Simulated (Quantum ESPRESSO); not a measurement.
**Magnetic state of CrB2 from several starts**

Aim: find out which collinear order of CrB2 costs least.

Calculated with Quantum ESPRESSO 7.5; PBEsol; plane waves with GBRV 1.5 PBEsol potentials, no spin-orbit coupling.

**1. Starting point**

It takes space group P6/mmm (No. 191, hexagonal). The conventional cell has a = 2.970 Å, b = 2.970 Å, c = 3.070 Å, α = 90.00°, β = 90.00°, γ = 120.00°. Nearest to Cr lie 12 B at 2.30 Å. B has 3 B at 1.71 Å and 6 Cr at 2.30 Å nearest. Farther neighbours are not listed.

The cell comes from the Crystallography Open Database.

**2. Run 1, typed as ferro +**

The signs are those of the starting moments on the seeded atoms, the atoms that are given a moment.

File pw.in:

```
&CONTROL
  calculation = 'scf'
  prefix = 'pwscf'
  outdir = './tmp'
  pseudo_dir = './pseudo'
  disk_io = 'nowf'
/
&SYSTEM
  ibrav = 0
  celldm(1) = 8
  nat = 3
  ntyp = 2
  ecutwfc = 40
  ecutrho = 280
  nbnd = 18
  occupations = 'smearing'
  smearing = 'fd'
  degauss = 0.00734986
  nspin = 2
  starting_magnetization(1) = 0.1786
  starting_magnetization(2) = 0
/
&ELECTRONS
  conv_thr = 6d-09
  electron_maxstep = 150
  mixing_beta = 0.3
/
ATOMIC_SPECIES
Cr     51.9961 cr_pbesol_v1.5.uspp.F.UPF
B      10.8100 b_pbesol_v1.4.uspp.F.UPF
CELL_PARAMETERS alat
   0.7015608237673    0.0000000000000    0.0000000000000
  -0.3507804118837    0.6075694956730    0.0000000000000
   0.0000000000000    0.0000000000000    0.7251824003251
ATOMIC_POSITIONS crystal
Cr      0.0000000000    0.0000000000    0.0000000000
B       0.3333333333    0.6666666667    0.5000000000
B       0.6666666667    0.3333333333    0.5000000000
K_POINTS automatic
10 10 10 0 0 0
```

Run with:

```console
$ OMP_NUM_THREADS=1 mpirun -n 4 pw.x -nk 4 -in pw.in > pw.out
```

What it wrote:

```text
Program PWSCF v.7.5 starts

     Message from routine setup:
     using ibrav=0 with symmetry is DISCOURAGED, use correct ibrav instead

     K-points division:     npool     =       4
     Subspace diagonalization in iterative solution of the eigenvalue problem:

     G-vector sticks info
     --------------------
     sticks:   dense  smooth     PW     G-vecs:    dense   smooth      PW
     Sum         595     349    109                12505     5399    1009

     Using Slab Decomposition

     bravais-lattice index     =            0
     lattice parameter (alat)  =       8.0000  a.u.
     unit-cell volume          =     158.2627 (a.u.)^3
     number of atoms/cell      =            3
     number of atomic types    =            2
     number of electrons       =        20.00
     number of Kohn-Sham states=           18
     kinetic-energy cutoff     =      40.0000  Ry
     charge density cutoff     =     280.0000  Ry
     scf convergence threshold =      6.0E-09
     mixing beta               =       0.3000
     number of iterations used =            8  plain     mixing
     Exchange-correlation= SLA  PW   PSX  PSC
                           (   1   4  10   8   0   0   0)

     celldm(1)=   8.000000  celldm(2)=   0.000000  celldm(3)=   0.000000
     celldm(4)=   0.000000  celldm(5)=   0.000000  celldm(6)=   0.000000

     crystal axes: (cart. coord. in units of alat)
               a(1) = (   0.701561   0.000000   0.000000 )
               a(2) = (  -0.350780   0.607569   0.000000 )
               a(3) = (   0.000000   0.000000   0.725182 )

     reciprocal axes: (cart. coord. in units 2 pi/alat)
               b(1) = (  1.425393  0.822951 -0.000000 )
               b(2) = (  0.000000  1.645902  0.000000 )
               b(3) = (  0.000000 -0.000000  1.378963 )

     PseudoPot. # 1 for Cr read from file:
     cr_pbesol_v1.5.uspp.F.UPF
     Pseudo is Ultrasoft + core correction, Zval = 14.0
     Generated by new atomic code, or converted to UPF format
     Using radial grid of  857 points,  6 beta functions with:
                l(1) =   0
                l(2) =   0
                l(3) =   1
                l(4) =   1
                l(5) =   2
                l(6) =   2
     Q(r) pseudized with  8 coefficients,  rinner =    0.950   0.950   0.950
                                                       0.950   0.950

     PseudoPot. # 2 for B  read from file:
     b_pbesol_v1.4.uspp.F.UPF
     Pseudo is Ultrasoft + core correction, Zval =  3.0
     Generated by new atomic code, or converted to UPF format
     Using radial grid of  781 points,  4 beta functions with:
                l(1) =   0
                l(2) =   0
                l(3) =   1
                l(4) =   1
     Q(r) pseudized with  8 coefficients,  rinner =    1.100   1.100   1.100

     atomic species   valence    mass     pseudopotential
     Cr               14.00    51.99610     Cr( 1.00)
     B                 3.00    10.81000     B ( 1.00)

     Starting magnetic structure
     atomic species   magnetization
     Cr              0.179
     B               0.000

     24 Sym. Ops., with inversion, found

   Cartesian axes

     site n.     atom                  positions (alat units)
         1        Cr     tau(   1) = (   0.0000000   0.0000000   0.0000000  )
         2        B      tau(   2) = (  -0.0000000   0.4050463   0.3625912  )
         3        B      tau(   3) = (   0.3507804   0.2025232   0.3625912  )

     number of k points=    84  Fermi-Dirac smearing, width (Ry)=  0.0073
                       cart. coord. in units 2pi/alat
        k(    1) = (   0.0000000   0.0000000   0.0000000), wk =   0.0010000
        k(    2) = (   0.0000000   0.0000000   0.1378963), wk =   0.0020000
        k(    3) = (   0.0000000   0.0000000   0.2757927), wk =   0.0020000
        k(    4) = (   0.0000000   0.0000000   0.4136890), wk =   0.0020000
        k(    5) = (   0.0000000   0.0000000   0.5515854), wk =   0.0020000
        [... 79 further k-points ...]

     Dense  grid:    12505 G-vectors     FFT dimensions: (  30,  30,  32)

     Smooth grid:     5399 G-vectors     FFT dimensions: (  24,  24,  24)

     Check: negative core charge=   -0.000006
     Generating pointlists ...
     new r_m :   0.2242 (alat units)  1.7940 (a.u.) for type    1
     new r_m :   0.1671 (alat units)  1.3367 (a.u.) for type    2

     Initial potential from superposition of free atoms

     starting charge      18.9994, renormalised to      20.0000

     negative rho (up, down):  9.754E-04 6.746E-04
     Starting wfcs are   18 randomized atomic wfcs

     Self-consistent Calculation

     iteration #  1     ecut=    40.00 Ry     beta= 0.30
     Davidson diagonalization with overlap
     ethr =  1.00E-02,  avg # of iterations =  4.2

     negative rho (up, down):  1.119E-03 1.034E-03

     total energy              =    -187.07290337 Ry
     estimated scf accuracy    <       3.93148885 Ry

     total magnetization       =     0.69 Bohr mag/cell
     absolute magnetization    =     0.76 Bohr mag/cell

     iteration #  2     ecut=    40.00 Ry     beta= 0.30
     Davidson diagonalization with overlap
     ethr =  1.00E-02,  avg # of iterations =  2.3

     negative rho (up, down):  7.770E-04 1.007E-03

     total energy              =    -187.86398404 Ry
     estimated scf accuracy    <       1.97352340 Ry

     total magnetization       =     1.56 Bohr mag/cell
     absolute magnetization    =     1.86 Bohr mag/cell

     iteration #  3     ecut=    40.00 Ry     beta= 0.30
     Davidson diagonalization with overlap
     ethr =  9.87E-03,  avg # of iterations =  1.0

     negative rho (up, down):  5.223E-04 1.210E-03

     total energy              =    -188.17405529 Ry
     estimated scf accuracy    <       0.04809528 Ry

     total magnetization       =     1.51 Bohr mag/cell
     absolute magnetization    =     1.61 Bohr mag/cell

     [... further iterations left out ...]

     iteration # 11     ecut=    40.00 Ry     beta= 0.30
     Davidson diagonalization with overlap
     ethr =  9.23E-08,  avg # of iterations =  1.3

     negative rho (up, down):  2.504E-04 1.323E-03

     total energy              =    -188.18622835 Ry
     estimated scf accuracy    <       0.00000621 Ry

     total magnetization       =     1.20 Bohr mag/cell
     absolute magnetization    =     1.29 Bohr mag/cell

     iteration # 12     ecut=    40.00 Ry     beta= 0.30
     Davidson diagonalization with overlap
     ethr =  3.10E-08,  avg # of iterations =  1.8

     negative rho (up, down):  2.511E-04 1.322E-03

     total energy              =    -188.18623927 Ry
     estimated scf accuracy    <       0.00000007 Ry

     total magnetization       =     1.18 Bohr mag/cell
     absolute magnetization    =     1.27 Bohr mag/cell

     iteration # 13     ecut=    40.00 Ry     beta= 0.30
     Davidson diagonalization with overlap
     ethr =  3.55E-10,  avg # of iterations =  3.0

     negative rho (up, down):  2.495E-04 1.323E-03

     total energy              =    -188.18623938 Ry
     estimated scf accuracy    <       0.00000004 Ry

     total magnetization       =     1.18 Bohr mag/cell
     absolute magnetization    =     1.27 Bohr mag/cell

     iteration # 14     ecut=    40.00 Ry     beta= 0.30
     Davidson diagonalization with overlap
     ethr =  1.77E-10,  avg # of iterations =  2.1

     negative rho (up, down):  2.496E-04 1.323E-03

     Magnetic moment per site  (integrated on atomic sphere of radius R)
     atom   1 (R=0.224)  charge= 11.8133  magn=  1.1198
     atom   2 (R=0.167)  charge=  1.3268  magn= -0.0123
     atom   3 (R=0.167)  charge=  1.3268  magn= -0.0123

     End of self-consistent calculation

     Number of k-points >= 100: set verbosity='high' to print the bands.

     the Fermi energy is    16.4163 ev

!    total energy              =    -188.18623952 Ry
     estimated scf accuracy    <          1.7E-09 Ry
     smearing contrib. (-TS)   =      -0.00519143 Ry
     internal energy E=F+TS    =    -188.18104810 Ry

     The total energy is F=E-TS. E is the sum of the following terms:
     one-electron contribution =     -69.36332816 Ry
     hartree contribution      =      45.86034537 Ry
     xc contribution           =     -28.31208132 Ry
     ewald contribution        =    -136.36598398 Ry

     total magnetization       =     1.18 Bohr mag/cell
     absolute magnetization    =     1.27 Bohr mag/cell

     convergence has been achieved in  14 iterations

=------------------------------------------------------------------------------=
   JOB DONE.
=------------------------------------------------------------------------------=
```

It took 8.7 s on 4 MPI ranks of Arm Neoverse V2, shared host; peak memory 0.27 GiB.

Spin moment in the atom's sphere by atom:

```csv
atom,spin moment in the atom's sphere (μB)
Cr1,1.12
B2,-0.01
B3,-0.01
```

Read from the output:

```
smearing term TS       : 0.07063 eV
magnetization          : 1.183 μB
absolute magnetization : 1.268 μB
final state            : ferromagnetic
```

Spin density in the ab plane at fractional z = 0.500, with atoms of B within 0.2 Å of it.

Ten even steps from '_' (-6.38 × 1e-3 e/Å³) to '@' (5.73 × 1e-3 e/Å³):
```
%%##++--....______....--++##%%
**++--::..________..::--++**##
==--::..__......__..::--==++++
::....____....____....::------
....__....__....__......::::..
..____........____............
______..__..__________________
____________________..__..____
..............____........____
....::::......__....__....__..
::------::....____....____....
==++++==--::..__......__..::--
**##**++--::..________..::--++
%%%%##++--....______....--++##
@@%%**==::....____....::==**%%
```
Columns run along a (3.0 Å), rows up along b (3.0 Å). Atoms in or near the plane, at fractional coordinates: B at (0.33, 0.67), B at (0.67, 0.33).

Valence density in the ab plane at fractional z = 0.500, with atoms of B within 0.2 Å of it. It is the smooth field of the valence electrons, not physical close to the nuclei.

Values in e/Å³, 15 rows by 15 columns:
```
0.21 0.24 0.29 0.38 0.51 0.66 0.80 0.85 0.80 0.66 0.51 0.38 0.29 0.24 0.21
0.25 0.29 0.37 0.48 0.62 0.76 0.84 0.84 0.76 0.62 0.48 0.37 0.29 0.25 0.24
0.32 0.38 0.48 0.61 0.71 0.74 0.73 0.74 0.71 0.61 0.48 0.38 0.32 0.29 0.29
0.43 0.51 0.62 0.71 0.67 0.63 0.63 0.67 0.71 0.62 0.51 0.43 0.38 0.37 0.38
0.57 0.66 0.76 0.74 0.63 0.62 0.63 0.74 0.76 0.66 0.57 0.51 0.48 0.48 0.51
0.72 0.80 0.84 0.73 0.63 0.63 0.73 0.84 0.80 0.72 0.66 0.62 0.61 0.62 0.66
0.82 0.85 0.84 0.74 0.67 0.74 0.84 0.85 0.82 0.80 0.76 0.71 0.71 0.76 0.80
0.82 0.80 0.76 0.71 0.71 0.76 0.80 0.82 0.85 0.84 0.74 0.67 0.74 0.84 0.85
0.72 0.66 0.62 0.61 0.62 0.66 0.72 0.80 0.84 0.73 0.63 0.63 0.73 0.84 0.80
0.57 0.51 0.48 0.48 0.51 0.57 0.66 0.76 0.74 0.63 0.62 0.63 0.74 0.76 0.66
0.43 0.38 0.37 0.38 0.43 0.51 0.62 0.71 0.67 0.63 0.63 0.67 0.71 0.62 0.51
0.32 0.29 0.29 0.32 0.38 0.48 0.61 0.71 0.74 0.73 0.74 0.71 0.61 0.48 0.38
0.25 0.24 0.25 0.29 0.37 0.48 0.62 0.76 0.84 0.84 0.76 0.62 0.48 0.37 0.29
0.21 0.21 0.24 0.29 0.38 0.51 0.66 0.80 0.85 0.80 0.66 0.51 0.38 0.29 0.24
0.20 0.21 0.25 0.32 0.43 0.57 0.72 0.82 0.82 0.72 0.57 0.43 0.32 0.25 0.21
```
Columns run along a (3.0 Å), rows up along b (3.0 Å). Atoms in or near the plane, at fractional coordinates: B at (0.33, 0.67), B at (0.67, 0.33).

(Part 1 of 3 ends here.)

[Logs and program files are shortened in this print: banners, set-up blocks, solver, clock and traceback lines can be left out without a mark of their own.]

[Logs are printed without paths, hosts, clocks, repeated set-up lines and the standing remarks that a program may print on its own settings, such as how far it seeks lower states.]

[Hosts, paths, dates, database ids (printed as entryN), source tags and the programs' standing remarks are cut or masked in the printed files.]

[Where a cell is said to come from a database of computed structures, the database is the Materials Project.]
